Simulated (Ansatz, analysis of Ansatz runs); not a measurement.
# Migration in Al3GaN4 (Pm): H transfer from N to N, charge +1, part 2 of 3

Wanted: path and barrier of a jump of H in Al3GaN4 (Pm) at charge +1. The case: H transfer from N to N, in a cell of 96 host atoms with 1 H put in.

Ansatz 0.2.0; plane-wave PAW DFT, PBEsol; nudged elastic band between two relaxed defect structures at fixed charge in a uniform background.

So far: The starting structure; Relaxation of the start point, charge +1; Relaxation of the end point, charge +1.

### 4. Nudged elastic band, charge +1

5 movable images are laid between the ends on a pair-potential path, which keeps atoms from colliding in the first guess. Each image feels the true force across the path and a spring force along it. The highest image is set to climb to the top of the path.

This step: plane-wave PAW DFT, PBEsol; nudged elastic band between two relaxed defect structures at fixed charge in a uniform background.

File qp1.neb/input.yaml:

```yaml
crystal:
  lattice:
    - [10.08692303, 0.0, 0.00025291]
    - [0.0, 9.39015873, 0.0]
    - [-0.00644803, 0.0, 10.83602103]
  atoms:
    - { symbol: Al, position: [0.25053947, 0.16659743, 0.08332311] }
    - { symbol: Al, position: [0.00118995, 0.16658447, 0.4167074] }
    - { symbol: Al, position: [0.00144429, 8.271e-05, 0.16537278] }
    - { symbol: Ga, position: [0.25006325, 4.11e-05, 0.33225688] }
    - { symbol: "N", position: [0.05633357, 9.665e-05, 0.33279634] }
    - { symbol: "N", position: [0.0619914, 0.16675281, 0.08311672] }
    - { symbol: "N", position: [0.31282608, 0.16687181, 0.41971527] }
    - { symbol: "N", position: [0.31240925, 4.556e-05, 0.16263708] }
    - { symbol: Al, position: [0.24994969, 0.16663959, 0.58285492] }
    - { symbol: Al, position: [0.00141365, 0.16642465, 0.91716796] }
    - { symbol: Al, position: [0.00146639, 8.08e-05, 0.66572469] }
    - { symbol: Ga, position: [0.24999381, 5.208e-05, 0.83290555] }
    - { symbol: "N", position: [0.05639831, 9.441e-05, 0.8326799] }
    - { symbol: "N", position: [0.06118709, 0.16730361, 0.58331797] }
    - { symbol: "N", position: [0.31314986, 0.167024, 0.9194344] }
    - { symbol: "N", position: [0.3119502, 5.398e-05, 0.66258848] }
    - { symbol: Al, position: [0.25051006, 0.50003851, 0.08338504] }
    - { symbol: Al, position: [-0.00129122, 0.50010489, 0.41573079] }
    - { symbol: Al, position: [0.00152627, 0.33338557, 0.1649252] }
    - { symbol: Ga, position: [0.2497719, 0.33304699, 0.33265455] }
    - { symbol: "N", position: [0.05578629, 0.33395864, 0.33288343] }
    - { symbol: "N", position: [0.06194667, 0.5000808, 0.08291791] }
    - { symbol: "N", position: [0.31513836, 0.50010934, 0.4215332] }
    - { symbol: "N", position: [0.31222703, 0.3334995, 0.16303205] }
    - { symbol: Al, position: [0.24296713, 0.50004136, 0.58325716] }
    - { symbol: Al, position: [0.00117365, 0.50009789, 0.9171208] }
    - { symbol: Al, position: [-0.00109599, 0.33243955, 0.66588215] }
    - { symbol: Ga, position: [0.24954104, 0.3335323, 0.83309059] }
    - { symbol: "N", position: [0.05561388, 0.33343224, 0.83217329] }
    - { symbol: "N", position: [0.05711889, 0.50008074, 0.58296067] }
    - { symbol: "N", position: [0.31284611, 0.50010555, 0.91953085] }
    - { symbol: "N", position: [0.31343523, 0.334902, 0.66194493] }
    - { symbol: Al, position: [0.25054036, 0.83348169, 0.08331433] }
    - { symbol: Al, position: [0.00119204, 0.83361884, 0.41670631] }
    - { symbol: Al, position: [0.00153062, 0.66678114, 0.16492387] }
    - { symbol: Ga, position: [0.24977742, 0.66705025, 0.33264996] }
    - { symbol: "N", position: [0.05579554, 0.66623566, 0.33288207] }
    - { symbol: "N", position: [0.06199079, 0.83341158, 0.0831132] }
    - { symbol: "N", position: [0.31283244, 0.83333189, 0.4197221] }
    - { symbol: "N", position: [0.31222903, 0.66659771, 0.16301991] }
    - { symbol: Al, position: [0.24995024, 0.8334331, 0.58285994] }
    - { symbol: Al, position: [0.00141224, 0.83377398, 0.91716563] }
    - { symbol: Al, position: [-0.00109533, 0.66772484, 0.66588012] }
    - { symbol: Ga, position: [0.24953612, 0.66655957, 0.8330909] }
    - { symbol: "N", position: [0.05561015, 0.66675328, 0.83217637] }
    - { symbol: "N", position: [0.06119455, 0.83285421, 0.58331516] }
    - { symbol: "N", position: [0.31314804, 0.83319692, 0.91941878] }
    - { symbol: "N", position: [0.31343321, 0.66520025, 0.66195775] }
    - { symbol: Al, position: [0.75135539, 0.16626137, 0.08316788] }
    - { symbol: Al, position: [0.50025179, 0.16600809, 0.41617951] }
    - { symbol: Al, position: [0.50113955, 8.246e-05, 0.16575161] }
    - { symbol: Ga, position: [0.7504948, 4.825e-05, 0.33215659] }
    - { symbol: "N", position: [0.55635266, 9.785e-05, 0.33283815] }
    - { symbol: "N", position: [0.56237628, 0.16590344, 0.08315142] }
    - { symbol: "N", position: [0.81324654, 0.16666168, 0.41952869] }
    - { symbol: "N", position: [0.81258313, 4.702e-05, 0.1628042] }
    - { symbol: Al, position: [0.75132101, 0.16541875, 0.58259249] }
    - { symbol: Al, position: [0.50083521, 0.16529311, 0.91846845] }
    - { symbol: Al, position: [0.50051828, 8.286e-05, 0.66548127] }
    - { symbol: Ga, position: [0.75055018, 4.484e-05, 0.83268711] }
    - { symbol: "N", position: [0.55615075, 9.757e-05, 0.8322262] }
    - { symbol: "N", position: [0.56232787, 0.16515926, 0.58235716] }
[... 2 lines left out ...]
    - { symbol: Al, position: [0.75095895, 0.50003997, 0.0834047] }
    - { symbol: Al, position: [0.501904, 0.50011389, 0.40275174] }
    - { symbol: Al, position: [0.50096223, 0.33218959, 0.16333471] }
    - { symbol: Ga, position: [0.7511977, 0.33172142, 0.33124165] }
[... 4 lines left out ...]
    - { symbol: Al, position: [0.7544611, 0.50004051, 0.58291315] }
    - { symbol: Al, position: [0.50032, 0.50009981, 0.91788798] }
    - { symbol: Al, position: [0.50139452, 0.32112595, 0.67191449] }
    - { symbol: Ga, position: [0.75094167, 0.33305345, 0.83441579] }
[... 7 lines left out ...]
    - { symbol: Ga, position: [0.75120012, 0.66838477, 0.33123821] }
[... 7 lines left out ...]
    - { symbol: Ga, position: [0.75093878, 0.6670318, 0.83441154] }
[... 4 lines left out ...]
    - { symbol: H, position: [0.45220675, 0.50006387, 0.57938224] }
total_charge: 1
basis:
  ecutwfc: 420
  xc_grid: 2
hamiltonian:
  xc: pbesol
kpoints:
  mp_grid: { grid: [1, 1, 1], shift: [0.25, 0.25, 0.25] }
scf:
  occupations: { method: fixed }
  max_iter: 120
output:
  forces: true
neb:
  images: 5
  f_tol: 0.04
  climbing: true
  initial_path: idpp
  max_iterations: 45
  order_check: false
  final_atoms:
[... 3 lines left out ...]
    - { symbol: Ga, position: [0.2511094, 4.785e-05, 0.33257352] }
[... 7 lines left out ...]
    - { symbol: Ga, position: [0.2504195, 4.204e-05, 0.83260829] }
[... 7 lines left out ...]
    - { symbol: Ga, position: [0.24197776, 0.32832112, 0.33004474] }
[... 7 lines left out ...]
    - { symbol: Ga, position: [0.25077561, 0.33323956, 0.83384015] }
[... 7 lines left out ...]
    - { symbol: Ga, position: [0.24203645, 0.67177963, 0.3300271] }
[... 7 lines left out ...]
    - { symbol: Ga, position: [0.25077343, 0.66686073, 0.83384211] }
[... 7 lines left out ...]
    - { symbol: Ga, position: [0.74837691, 5.269e-05, 0.33291046] }
[... 7 lines left out ...]
    - { symbol: Ga, position: [0.75016631, 4.315e-05, 0.83250563] }
[... 7 lines left out ...]
    - { symbol: Ga, position: [0.75793353, 0.32113703, 0.32631271] }
[... 5 lines left out ...]
    - { symbol: Al, position: [0.50087649, 0.50010006, 0.91734806] }
    - { symbol: Al, position: [0.5005062, 0.33356809, 0.6658318] }
    - { symbol: Ga, position: [0.74951839, 0.33213875, 0.83490613] }
[... 4 lines left out ...]
    - { symbol: Al, position: [0.74997045, 0.8350195, 0.0818546] }
    - { symbol: Al, position: [0.50015852, 0.83267379, 0.41768294] }
    - { symbol: Al, position: [0.50044144, 0.66652937, 0.16597904] }
    - { symbol: Ga, position: [0.75794246, 0.67900526, 0.32627755] }
    - { symbol: "N", position: [0.56105601, 0.66878445, 0.33207876] }
    - { symbol: "N", position: [0.56138122, 0.83319981, 0.0837115] }
    - { symbol: "N", position: [0.81410129, 0.83651221, 0.42172605] }
    - { symbol: "N", position: [0.81310289, 0.66732438, 0.15906913] }
    - { symbol: Al, position: [0.74975321, 0.83413422, 0.5846794] }
    - { symbol: Al, position: [0.50087016, 0.83368295, 0.91721799] }
    - { symbol: Al, position: [0.50050835, 0.66658919, 0.6658324] }
    - { symbol: Ga, position: [0.74951653, 0.66796077, 0.83491072] }
    - { symbol: "N", position: [0.55579416, 0.66682741, 0.83309783] }
    - { symbol: "N", position: [0.56110432, 0.83284258, 0.58336803] }
    - { symbol: "N", position: [0.81362137, 0.83439798, 0.91980675] }
    - { symbol: "N", position: [0.81362392, 0.6699046, 0.6655483] }
    - { symbol: H, position: [0.38779459, 0.49983799, 0.41232694] }
```

On the command line:

```bash
$ ansatz run input.yaml --threads 32 --pin off --max-ram 84787MiB --backend cuda --events-out ev --progress --plain --runs-dir out --max-vram 78GiB
```

Elapsed: 21 s, on 1 × NVIDIA GB200 with 32 threads of Arm Neoverse V2, shared host; peak memory 2.2 GiB; 92 s of CPU time.

Images along the path:

| image | path (Å) | energy (eV) | H97: x, y, z (Å) |
| --- | --- | --- | --- |
| 0 | 0.000 | 0.0000 | 4.558, 4.696, 6.278 |
| 1 | 0.416 | 0.1110 | 4.503, 4.696, 5.948 |
| 2 | 0.833 | 0.5349 | 4.248, 4.695, 5.683 |
| 3 | 1.284 | 0.1221 | 3.931, 4.681, 5.447 |
| 4 | 1.735 | 0.0097 | 3.898, 4.683, 5.192 |
| 5 | 2.186 | -0.1423 | 3.904, 4.690, 4.877 |
| 6 | 2.637 | -0.1783 | 3.909, 4.694, 4.468 |

Numbers from this step:

| Item | Value |
| --- | --- |
| free energy | -82111.3640 eV |
| barrier forward | 0.5349 eV |
| barrier backward | 0.7132 eV |
| end less start | -0.1783 eV |
| hop length | 1.923 Å |

Track of the atom that was set to move:

| image | x (Å) | y (Å) | z (Å) | nearest neighbour | distance (Å) |
| --- | --- | --- | --- | --- | --- |
| 0 | 4.558 | 4.696 | 6.278 | N | 1.046 |
| 1 | 4.503 | 4.696 | 5.948 | N | 1.084 |
| 2 | 4.248 | 4.695 | 5.683 | N | 1.384 |
| 3 | 3.931 | 4.681 | 5.447 | N | 1.073 |
| 4 | 3.898 | 4.683 | 5.192 | N | 1.042 |
| 5 | 3.904 | 4.69 | 4.877 | N | 1.027 |
| 6 | 3.909 | 4.694 | 4.468 | N | 1.021 |

The band met its tolerance of 0.04 eV/Å after 9 iterations, with image 2 on top (the start counts as 0). H97, which moves farthest between the ends, has 1 N at 1.05 Å nearest at the start and 2 N at 1.38 Å at the top.

### 5. Single point at the start point, PBEsol, denser k-mesh

Three single points on a mesh of more k-points (start, top, end) test the sampling. The start is shown; top and end are run alike.

This step: plane-wave PAW DFT, PBEsol; single point of a defect supercell on a structure of the PBEsol path.

File qp1.start.mesh/input.yaml:

```yaml
crystal:
  lattice:
    - [10.08692303, 0.0, 0.00025291]
    - [0.0, 9.39015873, 0.0]
    - [-0.00644803, 0.0, 10.83602103]
  atoms:
    - { symbol: Al, position: [0.25053947, 0.16659743, 0.08332311] }
    - { symbol: Al, position: [0.00118995, 0.16658447, 0.4167074] }
    - { symbol: Al, position: [0.00144429, 8.271e-05, 0.16537278] }
    - { symbol: Ga, position: [0.25006325, 4.11e-05, 0.33225688] }
    - { symbol: "N", position: [0.05633357, 9.665e-05, 0.33279634] }
    - { symbol: "N", position: [0.0619914, 0.16675281, 0.08311672] }
    - { symbol: "N", position: [0.31282608, 0.16687181, 0.41971527] }
    - { symbol: "N", position: [0.31240925, 4.556e-05, 0.16263708] }
    - { symbol: Al, position: [0.24994969, 0.16663959, 0.58285492] }
    - { symbol: Al, position: [0.00141365, 0.16642465, 0.91716796] }
    - { symbol: Al, position: [0.00146639, 8.08e-05, 0.66572469] }
    - { symbol: Ga, position: [0.24999381, 5.208e-05, 0.83290555] }
    - { symbol: "N", position: [0.05639831, 9.441e-05, 0.8326799] }
    - { symbol: "N", position: [0.06118709, 0.16730361, 0.58331797] }
    - { symbol: "N", position: [0.31314986, 0.167024, 0.9194344] }
    - { symbol: "N", position: [0.3119502, 5.398e-05, 0.66258848] }
    - { symbol: Al, position: [0.25051006, 0.50003851, 0.08338504] }
    - { symbol: Al, position: [-0.00129122, 0.50010489, 0.41573079] }
    - { symbol: Al, position: [0.00152627, 0.33338557, 0.1649252] }
    - { symbol: Ga, position: [0.2497719, 0.33304699, 0.33265455] }
    - { symbol: "N", position: [0.05578629, 0.33395864, 0.33288343] }
    - { symbol: "N", position: [0.06194667, 0.5000808, 0.08291791] }
    - { symbol: "N", position: [0.31513836, 0.50010934, 0.4215332] }
    - { symbol: "N", position: [0.31222703, 0.3334995, 0.16303205] }
    - { symbol: Al, position: [0.24296713, 0.50004136, 0.58325716] }
    - { symbol: Al, position: [0.00117365, 0.50009789, 0.9171208] }
    - { symbol: Al, position: [-0.00109599, 0.33243955, 0.66588215] }
    - { symbol: Ga, position: [0.24954104, 0.3335323, 0.83309059] }
    - { symbol: "N", position: [0.05561388, 0.33343224, 0.83217329] }
    - { symbol: "N", position: [0.05711889, 0.50008074, 0.58296067] }
    - { symbol: "N", position: [0.31284611, 0.50010555, 0.91953085] }
    - { symbol: "N", position: [0.31343523, 0.334902, 0.66194493] }
    - { symbol: Al, position: [0.25054036, 0.83348169, 0.08331433] }
    - { symbol: Al, position: [0.00119204, 0.83361884, 0.41670631] }
    - { symbol: Al, position: [0.00153062, 0.66678114, 0.16492387] }
    - { symbol: Ga, position: [0.24977742, 0.66705025, 0.33264996] }
    - { symbol: "N", position: [0.05579554, 0.66623566, 0.33288207] }
    - { symbol: "N", position: [0.06199079, 0.83341158, 0.0831132] }
    - { symbol: "N", position: [0.31283244, 0.83333189, 0.4197221] }
    - { symbol: "N", position: [0.31222903, 0.66659771, 0.16301991] }
    - { symbol: Al, position: [0.24995024, 0.8334331, 0.58285994] }
    - { symbol: Al, position: [0.00141224, 0.83377398, 0.91716563] }
    - { symbol: Al, position: [-0.00109533, 0.66772484, 0.66588012] }
    - { symbol: Ga, position: [0.24953612, 0.66655957, 0.8330909] }
    - { symbol: "N", position: [0.05561015, 0.66675328, 0.83217637] }
    - { symbol: "N", position: [0.06119455, 0.83285421, 0.58331516] }
    - { symbol: "N", position: [0.31314804, 0.83319692, 0.91941878] }
    - { symbol: "N", position: [0.31343321, 0.66520025, 0.66195775] }
    - { symbol: Al, position: [0.75135539, 0.16626137, 0.08316788] }
    - { symbol: Al, position: [0.50025179, 0.16600809, 0.41617951] }
    - { symbol: Al, position: [0.50113955, 8.246e-05, 0.16575161] }
    - { symbol: Ga, position: [0.7504948, 4.825e-05, 0.33215659] }
    - { symbol: "N", position: [0.55635266, 9.785e-05, 0.33283815] }
    - { symbol: "N", position: [0.56237628, 0.16590344, 0.08315142] }
    - { symbol: "N", position: [0.81324654, 0.16666168, 0.41952869] }
    - { symbol: "N", position: [0.81258313, 4.702e-05, 0.1628042] }
    - { symbol: Al, position: [0.75132101, 0.16541875, 0.58259249] }
    - { symbol: Al, position: [0.50083521, 0.16529311, 0.91846845] }
    - { symbol: Al, position: [0.50051828, 8.286e-05, 0.66548127] }
    - { symbol: Ga, position: [0.75055018, 4.484e-05, 0.83268711] }
    - { symbol: "N", position: [0.55615075, 9.757e-05, 0.8322262] }
    - { symbol: "N", position: [0.56232787, 0.16515926, 0.58235716] }
    - { symbol: "N", position: [0.81352162, 0.16641538, 0.91955159] }
    - { symbol: "N", position: [0.81258661, 5.309e-05, 0.66282529] }
    - { symbol: Al, position: [0.75095895, 0.50003997, 0.0834047] }
    - { symbol: Al, position: [0.501904, 0.50011389, 0.40275174] }
    - { symbol: Al, position: [0.50096223, 0.33218959, 0.16333471] }
    - { symbol: Ga, position: [0.7511977, 0.33172142, 0.33124165] }
    - { symbol: "N", position: [0.55700074, 0.33135125, 0.3306987] }
    - { symbol: "N", position: [0.56182868, 0.50008127, 0.08326498] }
    - { symbol: "N", position: [0.80964011, 0.5001103, 0.41937618] }
    - { symbol: "N", position: [0.81258655, 0.33331505, 0.16227051] }
    - { symbol: Al, position: [0.7544611, 0.50004051, 0.58291315] }
    - { symbol: Al, position: [0.50032, 0.50009981, 0.91788798] }
    - { symbol: Al, position: [0.50139452, 0.32112595, 0.67191449] }
    - { symbol: Ga, position: [0.75094167, 0.33305345, 0.83441579] }
    - { symbol: "N", position: [0.55675589, 0.33273275, 0.83496811] }
    - { symbol: "N", position: [0.55583626, 0.50009463, 0.58314889] }
    - { symbol: "N", position: [0.81320837, 0.50010006, 0.91973987] }
    - { symbol: "N", position: [0.80867673, 0.33372506, 0.66265503] }
    - { symbol: Al, position: [0.75135753, 0.83381689, 0.08316281] }
    - { symbol: Al, position: [0.5002544, 0.83419868, 0.41618253] }
    - { symbol: Al, position: [0.50096257, 0.66798145, 0.16332572] }
    - { symbol: Ga, position: [0.75120012, 0.66838477, 0.33123821] }
    - { symbol: "N", position: [0.5570067, 0.66886116, 0.33068747] }
    - { symbol: "N", position: [0.56237765, 0.83426325, 0.08314357] }
    - { symbol: "N", position: [0.81325131, 0.83355463, 0.41952725] }
    - { symbol: "N", position: [0.81259127, 0.66678179, 0.1622692] }
    - { symbol: Al, position: [0.75132047, 0.83466704, 0.58259366] }
    - { symbol: Al, position: [0.50083437, 0.83490715, 0.91846088] }
    - { symbol: Al, position: [0.50138443, 0.67902871, 0.67190925] }
    - { symbol: Ga, position: [0.75093878, 0.6670318, 0.83441154] }
    - { symbol: "N", position: [0.55674979, 0.66745164, 0.83496474] }
    - { symbol: "N", position: [0.56232081, 0.83499169, 0.58236542] }
    - { symbol: "N", position: [0.81351988, 0.83378372, 0.91954277] }
    - { symbol: "N", position: [0.80868013, 0.66637148, 0.66264736] }
    - { symbol: H, position: [0.45220675, 0.50006387, 0.57938224] }
total_charge: 1
basis:
  ecutwfc: 420
  xc_grid: 2
hamiltonian:
  xc: pbesol
kpoints:
  mp_grid: { grid: [2, 2, 2], shift: [0.5, 0.5, 0.5] }
scf:
  occupations: { method: fixed }
  max_iter: 120
output:
  forces: true
  eigenvalues: true
checkpoint:
  write: "../qp1.start.mesh.run"
  compress: false
  write_wavefunctions: false
  write_every: 100000
```

Elapsed: 2.7 s, on 1 × NVIDIA GB200 with 32 threads; peak memory 1.3 GiB; 5.9 s of CPU time.

This step gave:

| Property | Result |
| --- | --- |
| free energy | -82111.8983 eV |

### 6. Barrier from single points, PBEsol, denser k-mesh

Analysis of the runs above: barrier from PBEsol single points on the PBEsol path.

It gives:

| Property | Result |
| --- | --- |
| barrier forward | 0.5351 eV |
| barrier backward | 0.7137 eV |
| end less start | -0.1786 eV |

This gives 0.535 eV against the band's 0.535 eV (backward 0.714 against 0.713 eV). This mesh holds only the band's own point and its sign variants, so it tests the average over those and no finer sampling.

### 7. Single point at the start point, r2SCAN

Three single points with a meta-GGA, at its higher cutoff of 500 eV, show what it does to the barrier on the path found. The start is shown; top and end are run alike.

This step: plane-wave PAW DFT, r2SCAN; single point of a defect supercell on a structure of the PBEsol path.

qp1.start.r2scan/input.yaml, as its differences from qp1.start.mesh/input.yaml of step 5:

```diff
@@ -105,8 +105,8 @@
 basis:
-  ecutwfc: 420
+  ecutwfc: 500
   xc_grid: 2
 hamiltonian:
-  xc: pbesol
+  xc: r2scan
 kpoints:
-  mp_grid: { grid: [2, 2, 2], shift: [0.5, 0.5, 0.5] }
+  mp_grid: { grid: [1, 1, 1], shift: [0.25, 0.25, 0.25] }
 scf:
@@ -118,3 +118,3 @@
 checkpoint:
-  write: "../qp1.start.mesh.run"
+  write: "../qp1.start.r2scan.run"
   compress: false
```

Wall time 2 s (1 × NVIDIA GB200 with 32 threads); peak memory 1.4 GiB; 5 s of CPU time.

This step gave:

* free energy: -83565.4879 eV

### 8. Barrier from single points, r2SCAN

Analysis of the runs above: barrier from r2SCAN single points on the PBEsol path.

It gives:

| Property | Result |
| --- | --- |
| barrier forward | 0.6755 eV |
| barrier backward | 0.9230 eV |
| end less start | -0.2475 eV |

This gives 0.675 eV against the band's 0.535 eV.

(Part 2 of 3 ends here.)

[Logs are printed without paths, hosts, clocks, repeated set-up lines and the standing remarks that a program may print on its own settings, such as how far it seeks lower states.]

[Hosts, paths, dates, database ids (printed as entryN), source tags and the programs' standing remarks are cut or masked in the printed files.]
